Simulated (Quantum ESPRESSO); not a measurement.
**PbF2 (Fluorocronite): how pressure shifts the optical phonon**

By how much does an optical zone-centre mode of PbF2 (Fluorocronite) shift under hydrostatic pressure?

Calculated with Quantum ESPRESSO 7.5; DFT LDA, scalar-relativistic, plane waves, PseudoDojo norm-conserving pseudopotentials.

The database entry behind the starting cell differs from later determinations by our own check (0.1 to 0.3 % short, probably kX units), so it need not match the best structure at ambient conditions.

## (1) The relaxed structure

The structure is cubic, space group Fm-3m (No. 225). Conventional cell: a = 5.811 Å, b = 5.811 Å, c = 5.811 Å, α = 90.00°, β = 90.00°, γ = 90.00°. Nearest to Pb lie 8 F at 2.52 Å. F has 4 Pb at 2.52 Å nearest. Farther neighbours and most contacts between anions are not listed.

This is the cell after its relaxation at this level of theory, not the database cell from which that began.

## (2) Runs at several volumes

The relaxed cell is scaled uniformly; in this structure symmetry fixes all atoms, so nothing has to be relaxed anew. Each volume gets a ground state and a response at Γ. The mode followed is the highest one without the macroscopic field, of symmetry T2g; longitudinal polar modes lie higher. Cutoff 92 Ry, k mesh 8×8×8.

From the response at V/V₀ = 0.94:

The log of the run:

```text
[banners, grids, parts of the stress and lines that vanish by symmetry left out]
Program PHONON v.7.5
     Reading xml data from directory:

[...]
Exchange-correlation= PW
                           (   1   4   0   0   0   0   0)
[...]
kinetic-energy cut-off    =      92.0000  Ry
     charge density cut-off    =     368.0000  Ry
     convergence threshold     =      1.0E-18
[...]
Exchange-correlation= PW
                           (   1   4   0   0   0   0   0)
[...]
q = (   0.0000000   0.0000000   0.0000000 )
     49 Sym.Ops. (with q -> -q+G )
     G cutoff = 1078.6778  (  37117 G-vectors)     FFT grid: ( 48, 48, 48)
     number of k points=    29
[...]
Mode symmetry, O_h (m-3m)  point group:
[...]
Dielectric constant
[...]
End of electric fields calculation
          Dielectric constant in cartesian axis
          (       3.514476086       0.000000000       0.000000000 )
          (       0.000000000       3.514476086      -0.000000000 )
          (       0.000000000      -0.000000000       3.514476086 )
          Effective charges (d Force / dE) in cartesian axis without acoustic sum rule applied (asr)
           atom    1  Pb    Mean Z*:        3.28397
      Ex  (        3.28397       -0.00000       -0.00000 )
      Ey  (       -0.00000        3.28397        0.00000 )
      Ez  (       -0.00000        0.00000        3.28397 )
           atom    2  F     Mean Z*:       -1.64186
      Ex  (       -1.64186        0.00000        0.00000 )
      Ey  (        0.00000       -1.64186       -0.00000 )
      Ez  (        0.00000       -0.00000       -1.64186 )
           atom    3  F     Mean Z*:       -1.64186
      Ex  (       -1.64186        0.00000        0.00000 )
      Ey  (        0.00000       -1.64186       -0.00000 )
      Ez  (        0.00000       -0.00000       -1.64186 )
          Effective charges Sum: Mean:        0.00025
[...]
Effective charges (d Force / dE) in cartesian axis with asr applied:
           atom    1  Pb    Mean Z*:        3.28389
[...]
atom    2  F     Mean Z*:       -1.64195
[...]
atom    3  F     Mean Z*:       -1.64195
[...]
Representation #   1 modes #   1   2   3
[...]
End of self-consistent calculation
     Convergence has been achieved
     Representation #   2 modes #   4   5   6
[...]
End of self-consistent calculation
     Convergence has been achieved
     Representation #   3 modes #   7   8   9
[...]
End of self-consistent calculation
     Convergence has been achieved
[...]
Dielectric constant in cartesian axis
          (       3.514476086       0.000000000       0.000000000 )
          (       0.000000000       3.514476086      -0.000000000 )
          (       0.000000000      -0.000000000       3.514476086 )
          Effective charges (d Force / dE) in cartesian axis without acoustic sum rule applied (asr)
           atom    1  Pb    Mean Z*:        3.28397
      Ex  (        3.28397       -0.00000       -0.00000 )
      Ey  (       -0.00000        3.28397        0.00000 )
      Ez  (       -0.00000        0.00000        3.28397 )
           atom    2  F     Mean Z*:       -1.64186
      Ex  (       -1.64186        0.00000        0.00000 )
      Ey  (        0.00000       -1.64186       -0.00000 )
      Ez  (        0.00000       -0.00000       -1.64186 )
           atom    3  F     Mean Z*:       -1.64186
      Ex  (       -1.64186        0.00000        0.00000 )
      Ey  (        0.00000       -1.64186       -0.00000 )
      Ez  (        0.00000       -0.00000       -1.64186 )
          Effective charges Sum: Mean:        0.00025
[...]
Effective charges (d Force / dE) in cartesian axis with asr applied:
           atom    1  Pb    Mean Z*:        3.28389
[...]
atom    2  F     Mean Z*:       -1.64195
[...]
atom    3  F     Mean Z*:       -1.64195
[...]
q = (    0.000000000   0.000000000   0.000000000 )
[...]
freq (    1) =       0.019771 [THz] =       0.659492 [cm-1]
     freq (    2) =       0.019771 [THz] =       0.659492 [cm-1]
     freq (    3) =       0.019771 [THz] =       0.659492 [cm-1]
     freq (    4) =       5.010247 [THz] =     167.123837 [cm-1]
     freq (    5) =       5.010247 [THz] =     167.123837 [cm-1]
     freq (    6) =       5.010247 [THz] =     167.123837 [cm-1]
     freq (    7) =       8.744310 [THz] =     291.678790 [cm-1]
     freq (    8) =       8.744310 [THz] =     291.678790 [cm-1]
     freq (    9) =       8.744310 [THz] =     291.678790 [cm-1]
[...]
Mode symmetry, O_h (m-3m)  point group:
     freq (   1-   3) =          0.7  [cm-1]   --> T_1u G_15  G_4- I
     freq (   4-   6) =        167.1  [cm-1]   --> T_1u G_15  G_4- I
     freq (   7-   9) =        291.7  [cm-1]   --> T_2g G_25' G_5+ R

   JOB DONE.
```

One volume, V/V₀ = 1, is held back as a test.

```
V/V₀  volume (Å³/atom)  pressure (GPa)   ω (cm⁻¹)
0.94            15.372            6.31     291.68
0.97            15.862            2.88     276.27
   1            16.353            0.00  held back
1.03            16.844           -2.43     248.12
1.06            17.334           -4.46     235.24
```

## (3) The fit

The mode Grüneisen parameter is γ = −d ln ω / d ln V.

```
ln(V/V₀)    ln ω
 -0.0619  5.6757
 -0.0305  5.6214
  0.0296  5.5139
  0.0583  5.4606
```

A straight line through these points has the slope -1.790, so γ = 1.79; at V/V₀ = 1 it predicts ω = exp(5.5659 + 0.0000) = 261.35 cm⁻¹.

A parabola of pressure against ln V through V/V₀ = 0.97, 1 and 1.03 gives the bulk modulus B = −dP/d ln V = 88 GPa at V₀. With ω₀ from the fitted line the pressure coefficient follows as dω/dP = γ ω₀ / B = 1.79 × 261.4 / 88 = 5.30 cm⁻¹/GPa.

## (4) The run that was held back

The log of the run:

```text
[banners, grids, parts of the stress and lines that vanish by symmetry left out]
[banner, memory and clock lines left out]
Program PHONON v.7.5

[...]
Exchange-correlation= PW
                           (   1   4   0   0   0   0   0)
[...]
kinetic-energy cut-off    =      92.0000  Ry
     charge density cut-off    =     368.0000  Ry
     convergence threshold     =      1.0E-18
[...]
Exchange-correlation= PW
                           (   1   4   0   0   0   0   0)
[...]
q = (   0.0000000   0.0000000   0.0000000 )
     49 Sym.Ops. (with q -> -q+G )
     G cutoff = 1124.1040  (  39597 G-vectors)     FFT grid: ( 48, 48, 48)
     number of k points=    29
[...]
Mode symmetry, O_h (m-3m)  point group:
[...]
Dielectric constant
[...]
End of electric fields calculation
          Dielectric constant in cartesian axis
          (       3.444124003       0.000000000       0.000000000 )
          (       0.000000000       3.444124003      -0.000000000 )
          (       0.000000000      -0.000000000       3.444124003 )
          Effective charges (d Force / dE) in cartesian axis without acoustic sum rule applied (asr)
           atom    1  Pb    Mean Z*:        3.22650
      Ex  (        3.22650        0.00000        0.00000 )
      Ey  (        0.00000        3.22650       -0.00000 )
      Ez  (        0.00000       -0.00000        3.22650 )
           atom    2  F     Mean Z*:       -1.61312
      Ex  (       -1.61312       -0.00000        0.00000 )
      Ey  (       -0.00000       -1.61312       -0.00000 )
      Ez  (        0.00000       -0.00000       -1.61312 )
[...]
(       0.000000000      -0.000000000       3.444124003 )
          Effective charges (d Force / dE) in cartesian axis without acoustic sum rule applied (asr)
           atom    1  Pb    Mean Z*:        3.22650
      Ex  (        3.22650        0.00000        0.00000 )
      Ey  (        0.00000        3.22650       -0.00000 )
      Ez  (        0.00000       -0.00000        3.22650 )
           atom    2  F     Mean Z*:       -1.61312
      Ex  (       -1.61312       -0.00000        0.00000 )
      Ey  (       -0.00000       -1.61312       -0.00000 )
      Ez  (        0.00000       -0.00000       -1.61312 )
           atom    3  F     Mean Z*:       -1.61312
      Ex  (       -1.61312        0.00000        0.00000 )
      Ey  (        0.00000       -1.61312        0.00000 )
      Ez  (        0.00000        0.00000       -1.61312 )
          Effective charges Sum: Mean:        0.00026
[...]
Effective charges (d Force / dE) in cartesian axis with asr applied:
           atom    1  Pb    Mean Z*:        3.22641
[...]
atom    2  F     Mean Z*:       -1.61320
[...]
atom    3  F     Mean Z*:       -1.61320
[...]
q = (    0.000000000   0.000000000   0.000000000 )
[...]
freq (    1) =       0.013220 [THz] =       0.440983 [cm-1]
     freq (    2) =       0.013220 [THz] =       0.440983 [cm-1]
     freq (    3) =       0.013220 [THz] =       0.440983 [cm-1]
     freq (    4) =       3.933849 [THz] =     131.219084 [cm-1]
     freq (    5) =       3.933849 [THz] =     131.219084 [cm-1]
     freq (    6) =       3.933849 [THz] =     131.219084 [cm-1]
     freq (    7) =       7.847535 [THz] =     261.765601 [cm-1]
     freq (    8) =       7.847535 [THz] =     261.765601 [cm-1]
     freq (    9) =       7.847535 [THz] =     261.765601 [cm-1]
[...]
Mode symmetry, O_h (m-3m)  point group:
     freq (   1-   3) =          0.4  [cm-1]   --> T_1u G_15  G_4- I
     freq (   4-   6) =        131.2  [cm-1]   --> T_1u G_15  G_4- I
     freq (   7-   9) =        261.8  [cm-1]   --> T_2g G_25' G_5+ R
```

It gives 261.77 cm⁻¹ against the predicted 261.35 cm⁻¹, a miss of 0.4 cm⁻¹.

## (5) Summary of results

```json
{
 "mode Grüneisen parameter": "1.790",
 "bulk modulus": "88.2 GPa",
 "pressure coefficient": "5.30 cm⁻¹/GPa"
}
```

The highest optical mode of PbF2 (Fluorocronite) without the LO-TO term stiffens by 5.30 cm⁻¹ a GPa near the relaxed volume, with γ = 1.79. The power law meets all 5 runs within 0.16 %; between neighbouring volumes γ runs from 1.73 to 1.86. Such a coefficient turns a measured shift of this mode into a hydrostatic stress; uniaxial or biaxial stress splits the mode and needs deformation potentials. These are harmonic values at zero temperature for the structure held cubic, which a run at Γ can't show to be stable; the bulk modulus rests on three points.

[Host names and launcher messages were left out of these logs when they were recorded.]

[Logs are printed without paths, hosts, clocks, repeated set-up lines and the standing remarks that a program may print on its own settings, such as how far it seeks lower states.]

[Hosts, paths, dates, database ids (printed as entryN), source tags and the programs' standing remarks are cut or masked in the printed files.]
